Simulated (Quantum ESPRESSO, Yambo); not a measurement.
# A GW chain in Yambo: BaTiO3 (P4mm), part 2 of 3

How does a plane-wave GW calculation on BaTiO3 (P4mm) run from the first input to the gap?

Quantum ESPRESSO 7.5 and Yambo 5.3.0; PBE and many-body steps on it, plane waves. Known limits of the many-body steps: not at the basis limit; coarse k mesh.

So far. Step 2 (Ground state): The gap is indirect, with the least direct gap 0.33 eV higher. Step 3 (Bands along the symmetry lines): The gap is 1.851 eV, as in the run before at this level.

## (4) Empty states on the mesh, 4×4×4 mesh, 258 bands

Level of this step: DFT, PBE with spin-orbit coupling, plane waves, norm-conserving pseudopotentials (Quantum ESPRESSO).

The sums over transitions need many empty states on a uniform mesh; this step solves for them.

Input file pw.in:

```
&control
  calculation = 'nscf'
  prefix = 'x'
  outdir = 'o'
  pseudo_dir = 'pseudo'
/
&system
  ibrav = 0
  nat = 5
  ntyp = 3
  ecutwfc = 76.0
  nbnd = 258
  force_symmorphic = .true.
  noncolin = .true.
  lspinorb = .true.
/
&electrons
  conv_thr = 1e-9
  electron_maxstep = 80
  diago_full_acc = .true.
  diago_thr_init = 5e-6
/
ATOMIC_SPECIES
  Ba 137.33 Ba.upf
  Ti 47.867 Ti.upf
  O 15.999 O.upf
CELL_PARAMETERS angstrom
  3.9904800000 0.0000000000 0.0000000000
  0.0000000000 3.9904800000 0.0000000000
  0.0000000000 0.0000000000 4.0230300000
ATOMIC_POSITIONS crystal
  Ba 0.0000000000 0.0000000000 0.0000000000
  Ti 0.5000000000 0.5000000000 0.5220000000
  O 0.5000000000 0.5000000000 0.9790000000
  O 0.5000000000 0.0000000000 0.4880000000
  O 0.0000000000 0.5000000000 0.4880000000
K_POINTS automatic
  4 4 4 0 0 0
```

On the command line:

```console
$ OMP_NUM_THREADS=1 mpirun -n 4 pw.x -nk 4 -in pw.in > pw.out
```

Log:

```text
[banner, memory and clock lines left out]
Program PWSCF v.7.5 starts

     Atomic positions and unit cell read from directory:
     o/x.save/

     Message from routine setup:
     using ibrav=0 with symmetry is DISCOURAGED, use correct ibrav instead

     G-vector sticks info

     bravais-lattice index     =            0
     lattice parameter (alat)  =       7.5409  a.u.
     unit-cell volume          =     432.3148 (a.u.)^3
     number of atoms/cell      =            5
     number of atomic types    =            3
     number of electrons       =        40.00
     number of Kohn-Sham states=          258
     kinetic-energy cutoff     =      76.0000  Ry
     charge density cutoff     =     304.0000  Ry
     Exchange-correlation= PBE
                           (   1   4   3   4   0   0   0)
     Non magnetic calculation with spin-orbit

     celldm(1)=   7.540914  celldm(2)=   0.000000  celldm(3)=   0.000000
     celldm(4)=   0.000000  celldm(5)=   0.000000  celldm(6)=   0.000000

     crystal axes: (cart. coord. in units of alat)
               a(1) = (   1.000000   0.000000   0.000000 )
               a(2) = (   0.000000   1.000000   0.000000 )
               a(3) = (   0.000000   0.000000   1.008157 )

     reciprocal axes: (cart. coord. in units 2 pi/alat)
               b(1) = (  1.000000  0.000000  0.000000 )
               b(2) = (  0.000000  1.000000  0.000000 )
               b(3) = (  0.000000  0.000000  0.991909 )
     Pseudo is Norm-conserving + core correction, Zval = 10.0
     Generated using ONCVPSP code by D. R. Hamann
     Using radial grid of 1958 points, 10 beta functions with:
     Pseudo is Norm-conserving + core correction, Zval = 12.0
     Generated using ONCVPSP code by D. R. Hamann
     Using radial grid of 1586 points, 10 beta functions with:
     Pseudo is Norm-conserving + core correction, Zval =  6.0
     Generated using ONCVPSP code by D. R. Hamann
     Using radial grid of  936 points,  8 beta functions with:
     Ba               10.00   137.33000     Ba( 1.00)
     Ti               12.00    47.86700     Ti( 1.00)
     O                 6.00    15.99900     O ( 1.00)

      8 Sym. Ops. (no inversion) found

   Cartesian axes

     site n.     atom                  positions (alat units)
         1        Ba     tau(   1) = (   0.0000000   0.0000000   0.0000000  )
         2        Ti     tau(   2) = (   0.5000000   0.5000000   0.5262579  )
         3        O      tau(   3) = (   0.5000000   0.5000000   0.9869856  )
         4        O      tau(   4) = (   0.5000000   0.0000000   0.4919806  )
         5        O      tau(   5) = (   0.0000000   0.5000000   0.4919806  )

     number of k points=    18
                       cart. coord. in units 2pi/alat
        k(    1) = (   0.0000000   0.0000000   0.0000000), wk =   0.0156250
        k(    2) = (   0.0000000   0.0000000   0.2479773), wk =   0.0312500
        k(    3) = (   0.0000000   0.0000000  -0.4959545), wk =   0.0156250
[...]
[... 6 further rows ...]
        k(   17) = (  -0.5000000  -0.5000000   0.2479773), wk =   0.0312500
        k(   18) = (  -0.5000000  -0.5000000  -0.4959545), wk =   0.0156250

     Dense  grid:    38715 G-vectors     FFT dimensions: (  45,  45,  45)

     The potential is recalculated from file :
     o/x.save/charge-density

     Starting wfcs are   54 randomized atomic wfcs +  204 random wfcs

     Band Structure Calculation

     End of band structure calculation

          k = 0.0000 0.0000 0.0000 (  4865 PWs)   bands (ev):

   -45.9780 -45.9780 -22.6814 -22.6814 -22.0473 -22.0473 -21.9997 -21.9997
   -14.3260 -14.3260  -6.4050  -6.4050  -5.7841  -5.7841  -5.6634  -5.6634
    -0.8610  -0.8610   1.0536   1.0536   1.0538   1.0538   8.0003   8.0003
[...]
[... 21 further rows ...]
[...]
84.5361  84.5361

          k = 0.0000 0.0000 0.2480 (  4849 PWs)   bands (ev):

[...]
[... 21 further rows ...]
[...]
83.5950  83.5950

          k = 0.0000 0.0000-0.4960 (  4846 PWs)   bands (ev):

[...]
27.7703  27.7703  29.4060  29.4060  29.5037  29.5037  30.5192  30.5192
     [... 21 further rows ...]
    82.5862  82.5862  83.4684  83.4684  83.4878  83.4878  83.5689  83.5689
    84.2316  84.2316

          k = 0.0000 0.2500 0.0000 (  4821 PWs)   bands (ev):

     [... further k-points ...]

     highest occupied, lowest unoccupied level (ev):    10.4978   12.3486

     XML data file, pseudopotentials, collected wavefunctions
```

The job ended after 2.8 min (4 MPI ranks of Arm Neoverse V1, shared host; peak memory 1.1 GiB; 11 min of CPU time).

Numbers from this step:

* gap: 1.851 eV
* k of the valence top: -0.5, -0.5, -0.5
* k of the conduction bottom: 0, 0, 0
* least direct gap: 2.177 eV
* k points computed: 18
* lowest point of the top converged band, above the valence top: 71.2328 eV

On this mesh the gap is 1.851 eV.

## (5) Conversion and set-up

This step: Yambo 5.3.0; conversion and set-up on PBE with spin-orbit coupling, plane waves, norm-conserving pseudopotentials.

The states are converted to the many-body program's format and the q mesh is built.

On the command line:

```console
$ (cd o/x.save; p2y > p2y.log; mv SAVE ../..); yambo > setup.log
```

Log:

```text
 Yambo, version 5.3.0

 [02] CORE Variables Setup
 =========================

  [02.01] Unit cells
  ==================

  Cell kind             :  Unknown
  Atoms in the cell     :  Ba  Ti  O
  number of Ba atoms    :  1
  number of Ti atoms    :  1
  number of O  atoms    :  3

  List of atomic masses
  Mass of Ba    :  137.3300
  Mass of Ti    :  47.86700
  Mass of O     :  15.99900

  List of atomic coordinates    : [cc]
  Ba1       :  0.000000  0.000000  0.000000  order 1
  Ti1       :  3.770457  3.770457  3.968466  order 2
  O1       :  3.770457  3.770457  7.442774  order 3
  O2       :  3.770457  0.000000  3.709983  order 4
  O3       :  0.000000  3.770457  3.709983  order 5

  Alat factors          :  7.540914  7.540914  7.602425 [a.u.]
  Direct lattice volume :  432.3148 [a.u.]
  Direct lattice vectors:  A[ 1 ]  A[ 2 ]  A[ 3 ]
   A[ 1 ]:  1.000000  0.000000  0.000000  [iru]
   7.540914  0.000000  0.000000  [cc]
   A[ 2 ]:  0.000000  1.000000  0.000000  [iru]
   0.000000  7.540914  0.000000  [cc]
   A[ 3 ]:  0.000000  0.000000  1.000000  [iru]
   0.000000  0.000000  7.602425  [cc]

  Recip. lattice volume :  0.573772 [a.u.]
  Recip. lattice vectors:  B[ 1 ]  B[ 2 ]  B[ 3 ]
   B[ 1 ]:  1.000000  0.000000  0.000000  [iku]
   0.833213  0.000000  0.000000  [cc]
   B[ 2 ]:  0.000000  1.000000  0.000000  [iku]
   0.000000  0.833213  0.000000  [cc]
   B[ 3 ]:  0.000000  0.000000  1.000000  [iku]
   0.000000  0.000000  0.826471  [cc]

  [02.02] Symmetries
  ==================

  Inversion symmetry    : yes
  Spatial inversion     : no
  Inversion index       :   9
  K-space Time-reversal : yes
  Magnetic symmetries   : no
  Time-reversal derived K-space symmetries:   9  16
  Group table correct   : yes
  Symmetries units      :  [cc]

   [S  1]:  1.000000  0.000000  0.000000  0.000000  1.000000  0.000000  0.000000  0.000000  1.000000
   [S  2]: -1.000000  0.000000  0.000000  0.000000 -1.000000  0.000000  0.000000  0.000000  1.000000
   [S  3]:  0.000000 -1.000000  0.000000  1.000000  0.000000  0.000000  0.000000  0.000000  1.000000
[...]
[S  7]:  0.000000 -1.000000  0.000000 -1.000000  0.000000  0.000000  0.000000  0.000000  1.000000
   [S  8]:  0.000000  1.000000  0.000000  1.000000  0.000000  0.000000  0.000000  0.000000  1.000000
   [S* 9]: -1.000000 -0.000000 -0.000000 -0.000000 -1.000000 -0.000000 -0.000000 -0.000000 -1.000000
   [S*10]:  1.000000 -0.000000 -0.000000 -0.000000  1.000000 -0.000000 -0.000000 -0.000000 -1.000000
     [... 4 further rows ...]
   [S*15]: -0.000000  1.000000 -0.000000  1.000000 -0.000000 -0.000000 -0.000000 -0.000000 -1.000000
   [S*16]: -0.000000 -1.000000 -0.000000 -1.000000 -0.000000 -0.000000 -0.000000 -0.000000 -1.000000

  [02.03] Reciprocal space
  ========================

  nG shells         :  2381
  nG charge         :   38715
  nG WFs            :   5983
  nC WFs            :   4868
[...]
K [14]         [rlu]:  0.250000 -0.500000  0.250000
         WF components:   4828
  [... 3 further k-points ...]
  K [18]         [rlu]: -0.500000 -0.500000 -0.500000
         WF components:   4800

  [02.05] Energies & Occupations
  ==============================

  [X] === General ===
  [X] Electronic Temperature                        :  0.000000  0.000000 [eV K]
  [X] Bosonic    Temperature                        :  0.000000  0.000000 [eV K]
  [X] Finite Temperature mode                       : no
  [X] El. density                                   :  0.62439E+24 [cm-3]
  [X] Fermi Level                                   :  10.49783 [eV]

  [X] === Gaps and Widths ===
  [X] Conduction Band Min                           :  1.850735 [eV]
  [X] Valence Band Max                              :  0.000000 [eV]
  [X] Filled Bands                                  :   40
  [X] Empty Bands                                   :   41  258
  [X] Direct Gap                                    :  2.176909 [eV]
  [X] Direct Gap localized at k                     :  1
  [X] Indirect Gap                                  :  1.850735 [eV]
  [X] Indirect Gap between kpts                     :  18   1
  [X] Last valence band width                       :  0.966233 [eV]
  [X] 1st conduction band width                     :  2.395377 [eV]

  E @ K [ 1]:  [eV]
  -56.47587 -56.47587 -33.17922 -33.17922 -32.54516 -32.54516 -32.49750 -32.49750
[...]
occ @ K [ 1]
[...]
E @ K [ 2]:  [eV]
[...]
occ @ K [ 2]
[...]
E @ K [ 3]:  [eV]
[...]
occ @ K [ 3]
[...]
E @ K [ 8]:  [eV]
[...]
occ @ K [ 8]
[...]
E @ K [ 9]:  [eV]
[...]
occ @ K [ 9]
[...]
E @ K [10]:  [eV]
[...]
occ @ K [10]
[...]
E @ K [11]:  [eV]
[...]
occ @ K [11]
[...]
E @ K [12]:  [eV]
[...]
occ @ K [12]
[...]
E @ K [13]:  [eV]
[...]
occ @ K [13]
[...]
E @ K [14]:  [eV]
[...]
occ @ K [14]
[...]
[... 3 further k-points ...]
  E @ K [18]:  [eV]
[...]
occ @ K [18]
[...]
0.000000  0.000000  0.000000  0.000000  0.000000  0.000000  0.000000  0.000000
   0.000000  0.000000  0.000000  0.000000  0.000000  0.000000  0.000000  0.000000

 [03] Transferred momenta grid and indexing
 ==========================================

 IBZ Q-points                                      :  18
 BZ  Q-points                                      :   64

 K/Q-points units:
 rlu = crystal or reduced units; cc = cartesian coordinates; iku = interal k-units

 Q [ 1]         [rlu]:  0.000000  0.000000  0.000000
 Q [ 2]         [rlu]:  0.000000  0.000000  0.250000
 Q [ 3]         [rlu]:  0.000000  0.000000 -0.500000
[...]
Q [ 8]         [rlu]:  0.000000 -0.500000  0.250000
 Q [ 9]         [rlu]:  0.000000 -0.500000 -0.500000
 Q [10]         [rlu]:  0.250000  0.250000  0.000000
     [... 6 further rows ...]
 Q [17]         [rlu]: -0.500000 -0.500000  0.250000
 Q [18]         [rlu]: -0.500000 -0.500000 -0.500000

  [03.01] X indexes
  =================

   [03.01.01] Sigma indexes
   ========================

 [06] Game Over & Game summary
```

Elapsed: 5.2 s, on 1 MPI rank; peak memory 0.25 GiB.

[end of part 2 of 3]

[Paths, hosts, dates, memory and timing lines, banners, echoed tables and standing remarks are left out of the program output.]

[Logs are printed without paths, hosts, clocks, repeated set-up lines and the standing remarks that a program may print on its own settings, such as how far it seeks lower states.]

[Runs of the session that timed out or met a known fault of the program may be left out.]

[Hosts, paths, dates, database ids (printed as entryN), source tags and the programs' standing remarks are cut or masked in the printed files.]
